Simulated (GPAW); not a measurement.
Computed results, one entry a study.

### Ga2O3 (C2/m): one start, several treatments of the self-energy

It takes space group C2/m (No. 12, monoclinic). The conventional cell has a = 12.214 Å, b = 3.037 Å, c = 5.798 Å, α = 90.00°, β = 103.83°, γ = 90.00°. Nearest to Ga lie 4 O at 1.83 to 1.86 Å. Nearest to Ga lie 6 O at 1.94 to 2.07 Å. Nearest to O lie 3 Ga at 1.83 to 1.94 Å. Nearest to O lie 4 Ga at 1.86 to 2.07 Å. Nearest to O lie 3 Ga at 1.83 to 1.94 Å. Farther neighbours and most contacts between anions are not listed.

| Item | Value |
| --- | --- |
| method | DFT, PBE, plane waves, PAW (and 3 further levels or steps) |
| program | GPAW 26.7.0 |
| settings of one run | cutoff 600 eV, GPAW PAW setups 1.2.1 data release, 4×4×4 k-mesh, nbands 361 |
| cost | 6 runs, 70 min in all on 4 MPI ranks of Arm Neoverse V2, shared host (the runs of this entry) |
| notes | The cell and positions come from the Crystallography Open Database and are kept as given unless a step says otherwise. Limits: no spin-orbit coupling. Bands and cutoff are finite, so the gap is not at the basis limit. The miss can reach some tenths of an eV and take either sign; the mesh is an error of its own. The program warns of a poor linear fit in the extrapolation of some level, so the extrapolated values are rough. |
| G0W0, Godby-Needs plasmon pole | 4.363 eV |
| one-shot HSE06 | 4.165 eV |
| G0W0, extrapolated in the cutoff | 4.759 eV |
| one-shot PBE0 | 4.891 eV |
| G0W0, full frequency, Hilbert transform | 4.356 eV |
| known limits | not at the basis limit; no spin-orbit coupling |

One-shot HSE06: −0.197 eV against G0W0, Godby-Needs plasmon pole. G0W0, extrapolated in the cutoff: +0.397 eV against G0W0, Godby-Needs plasmon pole, at other bands or cutoff, so not like for like.

[Runs of the session that timed out or met a known fault of the program may be left out.]

[Hosts, paths, dates, database ids (printed as entryN), source tags and the programs' standing remarks are cut or masked in the printed files.]
